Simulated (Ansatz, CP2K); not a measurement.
# Running H-capped GaAs nanowire along [112] (60 atoms) with CP2K, part 2 of 2

Aim: run H-capped GaAs nanowire along [112] (60 atoms) in CP2K and see how near its forces come to a plane-wave reference, and at what cost.

Program: CP2K 2026.2; the method stands at each step. Banners, paths, timers and routine set-up lines are dropped from the logs unmarked, and long logs keep their key lines alone; longer cuts are marked.

So far. Step 2 (PBE, DZVP-MOLOPT-SR, 800/60 Ry, diagonalisation): Forces lie 7.6 % from the reference's, at 4.7 times its CPU time (on 1 against 4 cores). Step 3 (PBE, DZVP-UZH, 800/60 Ry, diagonalisation): Against the first run (7.6 %), the force difference from the reference is 3.8 %, at 1.8 times the CPU time (50 SCF steps against 29), with 804 basis functions against 804; this set comes with other potentials too, so the change isn't the basis's alone.

### Step 4. PBE, TZV2P-UZH, 800/60 Ry, diagonalisation

Method: Kohn-Sham DFT, PBE, GTH-PBE pseudopotentials, Gaussian and plane waves, TZV2P-MOLOPT (UZH set), diagonalisation.

input.inp

```
&GLOBAL
  PROJECT cell
  RUN_TYPE ENERGY_FORCE
  PRINT_LEVEL LOW
&END GLOBAL
&FORCE_EVAL
  METHOD QS
  &DFT
    BASIS_SET_FILE_NAME BASIS_MOLOPT_UZH
    POTENTIAL_FILE_NAME POTENTIAL_UZH
    &MGRID
      CUTOFF 800
      REL_CUTOFF 60
      NGRIDS 5
    &END MGRID
    &QS
      EPS_DEFAULT 1.0E-12
    &END QS
    &SCF
      SCF_GUESS ATOMIC
      EPS_SCF 1.0E-06
      MAX_SCF 200
      ADDED_MOS 32
      &DIAGONALIZATION
        ALGORITHM STANDARD
      &END DIAGONALIZATION
      &SMEAR ON
        METHOD FERMI_DIRAC
        ELECTRONIC_TEMPERATURE [K] 580
      &END SMEAR
      &MIXING
        METHOD BROYDEN_MIXING
        ALPHA 0.15
        NBROYDEN 8
      &END MIXING
      &PRINT
        &RESTART OFF
        &END RESTART
      &END PRINT
    &END SCF
    &XC
      &XC_FUNCTIONAL PBE
      &END XC_FUNCTIONAL
    &END XC
    &PRINT
      &MULLIKEN ON
      &END MULLIKEN
      &HIRSHFELD ON
        SHAPE_FUNCTION DENSITY
      &END HIRSHFELD
      &MO ON
        EIGENVALUES T
        OCCUPATION_NUMBERS T
        MO_INDEX_RANGE 163 186
        &EACH
          QS_SCF 0
        &END EACH
        ADD_LAST NUMERIC
      &END MO
    &END PRINT
  &END DFT
  &SUBSYS
    &CELL
      A 21.54066 0.00000 0.00000
      B 0.00000 19.42346 0.00000
      C 0.00000 0.00000 6.92348
    &END CELL
    &COORD
      Ga 7.74193 12.59068 1.12638
      As 7.82421 13.32177 3.47898
      Ga 5.75696 6.19492 0.01855
      As 5.73994 6.86386 2.34547
      Ga 5.81749 9.45612 2.31867
      As 5.80736 10.18877 4.64946
      Ga 5.87069 12.59922 4.61035
      As 5.82804 13.30818 0.02548
      Ga 7.77941 6.01098 3.40033
      As 7.74494 6.81356 5.77397
      Ga 7.77855 9.31491 5.71416
      As 7.79944 10.07242 1.06573
      Ga 11.79006 12.58718 1.20185
      As 11.86826 13.35848 3.44969
      Ga 9.72712 6.13781 0.00942
      As 9.71764 6.84444 2.26329
      Ga 9.73810 9.35706 2.35751
      As 9.74930 10.11011 4.64496
      Ga 9.71871 12.62292 4.62212
      As 9.91237 13.47211 6.83271
[... 36 atom lines left out ...]
      H 17.09187 6.52745 2.76018
      H 16.99795 6.41673 6.51001
      H 16.99687 9.80127 5.03503
      H 16.97232 9.63812 1.79484
    &END COORD
    &KIND Ga
      BASIS_SET TZV2P-MOLOPT-PBE-GTH-q13
      POTENTIAL GTH-PBE-q13
    &END KIND
    &KIND As
      BASIS_SET TZV2P-MOLOPT-PBE-GTH-q5
      POTENTIAL GTH-PBE-q5
    &END KIND
    &KIND H
      BASIS_SET TZV2P-MOLOPT-PBE-GTH-q1
      POTENTIAL GTH-PBE-q1
    &END KIND
  &END SUBSYS
  &PRINT
    &FORCES ON
    &END FORCES
  &END PRINT
&END FORCE_EVAL
```

Command:

```sh
OMP_NUM_THREADS=1 cp2k.psmp -i input.inp > output.txt
```

Numbers of over 12 decimals in the logs are rounded to 6 here.

The program printed:

```text
CP2K| version string:                                       CP2K version 2026.2
 CP2K| Input file name                                                 input.inp
 GLOBAL| Basis set file name                                    BASIS_MOLOPT_UZH
 GLOBAL| Potential file name                                       POTENTIAL_UZH
 GLOBAL| Run type                                                   ENERGY_FORCE
 GLOBAL| Total number of message passing processes                             1
 GLOBAL| Number of threads for this process                                    1
 TOTAL NUMBERS AND MAXIMUM NUMBERS
  Total number of            - Atomic kinds:                                   3
                             - Atoms:                                         60
[... lines left out ...]
                        Smear method:                                FERMI_DIRAC
[... lines left out ...]
 Number of electrons:                                                        348
[... lines left out ...]
  Step     Update method      Time    Convergence         Total energy    Change
[... lines left out ...]
  *** SCF run converged in    43 steps ***
[... lines left out ...]
  Fermi energy:                                                -0.060019
  Total energy:                                             -1470.307213
  Total energy (extrapolated to T->0):                      -1470.307210
[... lines left out ...]
 MO| E(Fermi):           -0.060019 a.u.         -1.633197 eV
[... lines left out ...]
       2     As       2          4.646826                              0.353174
       3     Ga       1         13.021255                             -0.021255
[...]
59     H        3          1.102511                             -0.102511
      60     H        3          1.104892                             -0.104892
 # Total charge                            348.000000                 -0.000000
 !-----------------------------------------------------------------------------!
 !-----------------------------------------------------------------------------!
                           Hirshfeld Charges
  #Atom  Element  Kind  Ref Charge     Population                    Net charge
      1       Ga     1      13.000         12.853                         0.147
      2       As     2       5.000          5.022                        -0.022
      3       Ga     1      13.000         12.879                         0.121
[...]
59       H      3       1.000          1.126                        -0.126
     60       H      3       1.000          0.999                         0.001
  Total Charge                                                           -0.000
 !-----------------------------------------------------------------------------!
 ENERGY| Total FORCE_EVAL ( QS ) energy [hartree]          -1470.307223
 FORCES| Atomic forces [hartree/bohr]
 FORCES|   Atom     x               y               z               |f|
 FORCES|      1  3.41352391E-02 -1.95417158E-02  8.41850465E-03   4.02239286E-02
 FORCES|      2 -4.80350682E-03  3.94329037E-02 -2.00940020E-02   4.45173729E-02
 FORCES|      3 -5.31948424E-03 -4.05370696E-02  5.50115965E-03   4.12530446E-02
[...]
FORCES|     59  2.02649248E-02  1.52006207E-02 -1.35917524E-02   2.87482483E-02
 FORCES|     60  7.73677659E-03 -1.76101846E-03  6.46996040E-03   1.02381290E-02
 FORCES| Sum    -1.46058966E-03 -2.57845672E-03 -6.44676215E-05
 FORCES| Total atomic force                                       2.96410480E-03
```

Elapsed: 21 min, on 1 thread of Arm Neoverse V1, shared host; peak memory 10 GiB.

Compared with the plane-wave run:

```yaml
r_m_s_force_component: 0.9513 eV/Å
r_m_s_difference_of_force_components: 21.38 meV/Å
longest_difference_of_force_vectors: 78.75 meV/Å
force_difference_over_r_m_s_force: 2.269 %
slope_of_forces_against_the_reference_s: 1.01
correlation_of_force_components: 0.9998
spacing_of_highest_filled_and_lowest_empty_level: 0.9615 eV
gap_difference: -0.0155 eV
```

Against the first run (7.6 %), the force difference from the reference is 2.3 %, at 1.9 times the CPU time (43 SCF steps against 29), with 1596 basis functions against 804; this set comes with other potentials too, so the change isn't the basis's alone.

### Step 5. GFN1-xTB, diagonalisation

Method: GFN1-xTB tight binding (the program's own implementation), diagonalisation.

input.inp

```
&GLOBAL
  PROJECT cell
  RUN_TYPE ENERGY_FORCE
  PRINT_LEVEL LOW
&END GLOBAL
&FORCE_EVAL
  METHOD QS
  &DFT
    &QS
      METHOD XTB
      &XTB
        GFN_TYPE 1
        DO_EWALD T
        CHECK_ATOMIC_CHARGES F
      &END XTB
    &END QS
    &SCF
      SCF_GUESS ATOMIC
      EPS_SCF 1.0E-06
      MAX_SCF 200
      ADDED_MOS 45
      &DIAGONALIZATION
        ALGORITHM STANDARD
      &END DIAGONALIZATION
      &SMEAR ON
        METHOD FERMI_DIRAC
        ELECTRONIC_TEMPERATURE [K] 580
      &END SMEAR
      &MIXING
        METHOD BROYDEN_MIXING
        ALPHA 0.15
        NBROYDEN 8
      &END MIXING
      &PRINT
        &RESTART OFF
        &END RESTART
      &END PRINT
    &END SCF
    &PRINT
      &MULLIKEN ON
      &END MULLIKEN
    &END PRINT
  &END DFT
  &SUBSYS
    &CELL
      A 21.54066 0.00000 0.00000
      B 0.00000 19.42346 0.00000
      C 0.00000 0.00000 6.92348
    &END CELL
    &TOPOLOGY
      COORD_FILE_NAME structure.xyz
      COORD_FILE_FORMAT XYZ
    &END TOPOLOGY
  &END SUBSYS
  &PRINT
    &FORCES ON
    &END FORCES
  &END PRINT
&END FORCE_EVAL
```

structure.xyz

```xyz
60

[... 60 atom lines left out: the same atoms as in the first run ...]
```

The program printed:

```text
CP2K| version string:                                       CP2K version 2026.2
 CP2K| Input file name                                                 input.inp
 GLOBAL| Basis set file name                                           BASIS_SET
 GLOBAL| Potential file name                                           POTENTIAL
 GLOBAL| Run type                                                   ENERGY_FORCE
 GLOBAL| Total number of message passing processes                             1
 GLOBAL| Number of threads for this process                                    1
                  #####   #####        #          ####### ######
                 #     # #     #      #              #    #     #
                 #     # #           #    ##   ##    #    #     #
[... lines left out ...]
                        Smear method:                                FERMI_DIRAC
[... lines left out ...]
 Number of electrons:                                                        168
[... lines left out ...]
  Step     Update method      Time    Convergence         Total energy    Change
[... lines left out ...]
     2 Mixing/Diag.0.15E+00    0.1     2.35535887       -63.6685114161  1.54E+01
     3 Broy./Diag. 0.15E+00    0.1     2.88808182       -40.4035338241  2.33E+01
     4 Broy./Diag. 0.15E+00    0.1     3.76696985       -20.6919585557  1.97E+01
     5 Broy./Diag. 0.15E+00    0.1     1.81559383       -61.4325889558 -4.07E+01
[... lines left out ...]
   199 Broy./Diag. 0.15E+00    0.1     8.83297008        56.0382094736 -2.10E+01
   200 Broy./Diag. 0.15E+00    0.1    23.13309314       121.1972548215  6.52E+01
  Leaving inner SCF loop after reaching   200 steps.
  Core Hamiltonian energy:                                     11.211958
  Repulsive potential energy:                                   0.363070
  Electronic energy:                                          148.886918
  DFTB3 3rd order energy:                                     -39.083505
  Dispersion energy:                                           -0.179959
  Correction for halogen bonding:                               0.000000
  Electronic entropic energy:                                  -4.74287e-06
  Fermi energy:                                                -2.046689
  Total energy:                                               121.197255
  Total energy (extrapolated to T->0):                        121.197257
 *   ___                                                                       *
 *  /   \                                                                      *
 * [ABORT]                                                                     *
 *  \___/     SCF run NOT converged. To continue the calculation regardless,   *
 *    |             please set the keyword IGNORE_CONVERGENCE_FAILURE.         *
 *  O/|                                                                        *
 * /| |                                                                        *
```

Wall time 12 s (1 thread); peak memory 0.2 GiB.

The run stopped without converging, so its numbers are no property of the system.

### Step 6. Side by side

Differences are against the plane-wave reference, forces as r.m.s. over components; share is that over the reference's r.m.s. force, slope the least-squares factor from reference forces to these. Total energies of different programs have different zeros and aren't compared.

```tsv
run	Δ force, r.m.s. (meV/Å)	share (%)	slope	Δ gap (eV)	cores	CPU time	memory (GiB)
reference	-	-	-	-	4	2.3 min	2.9
CP2K PBE, DZVP-MOLOPT-SR, 800/60 Ry, diagonalisation	71.4	7.58	1.064	-0.0136	1	11 min	10
CP2K PBE, DZVP-UZH, 800/60 Ry, diagonalisation	35.5	3.77	1.024	-0.0314	1	19 min	10
CP2K PBE, TZV2P-UZH, 800/60 Ry, diagonalisation	21.4	2.27	1.010	-0.0155	1	21 min	10
```

CPU time is summed over cores on a shared host, where runs went side by side, so it is rough. Symmetry, cutoffs, thresholds, outputs and thread counts weren't matched or tuned between programs; memory under MPI is the largest rank's times the ranks.

Mean charges by element (e), by run and scheme:

```tsv
run	scheme	Ga	As	H
reference	Löwdin	+0.06	+0.06	-0.01
CP2K PBE, DZVP-MOLOPT-SR, 800/60 Ry, diagonalisation	Mulliken	+0.11	-0.25	+0.11
CP2K PBE, DZVP-MOLOPT-SR, 800/60 Ry, diagonalisation	Hirshfeld	+0.14	-0.06	-0.06
CP2K PBE, DZVP-UZH, 800/60 Ry, diagonalisation	Mulliken	+0.15	-0.12	-0.02
CP2K PBE, DZVP-UZH, 800/60 Ry, diagonalisation	Hirshfeld	+0.14	-0.06	-0.06
CP2K PBE, TZV2P-UZH, 800/60 Ry, diagonalisation	Mulliken	-0.22	+0.34	-0.09
CP2K PBE, TZV2P-UZH, 800/60 Ry, diagonalisation	Hirshfeld	+0.14	-0.06	-0.06
```

The reference's Löwdin charges lack the electrons that the projection spills, 0.029 e an atom on average.

### Step 7. What came out

| Quantity | Value |
| --- | --- |
| nearest in forces | CP2K PBE, TZV2P-UZH, 800/60 Ry, diagonalisation, 2.3 % |
| its CPU time | 21 min |

What this shows: The PBE runs in local orbitals differ by 2.3 % (CP2K PBE, TZV2P-UZH, 800/60 Ry, diagonalisation) to 7.6 % (CP2K PBE, DZVP-MOLOPT-SR, 800/60 Ry, diagonalisation); basis, grid and potentials can all enter. None of the electronic-structure runs in the table takes under half the reference's CPU time of 2.3 min; they take 4.7 to 8.9 times as much. At the same functional, gaps differ from the reference's 0.977 eV by between -0.03 and -0.01 eV. These are spacings on the run's k-points, which needn't hold the band edges. Charges hang on scheme and program or settings: among these rows the mean for As runs from -0.25 to +0.34 e, even in sign. The potentials hold different valence shells: 528 electrons in the reference, 348 in CP2K with TZV2P-UZH; this bears on time and differences. Caps of real hydrogen don't mimic the fractional bonds of a polar compound, so surface states and strained caps may belong to the model. The electronic-structure runs sample only Γ, in a cell whose periodic width is 7 Å.

[Also dropped from logs without a mark: logging warnings of Python, and SIESTA's first energy breakdown and zero terms.]

[Logs are printed without paths, hosts, clocks, repeated set-up lines and the standing remarks that a program may print on its own settings, such as how far it seeks lower states.]

[Hosts, paths, dates, database ids (printed as entryN), source tags and the programs' standing remarks are cut or masked in the printed files.]
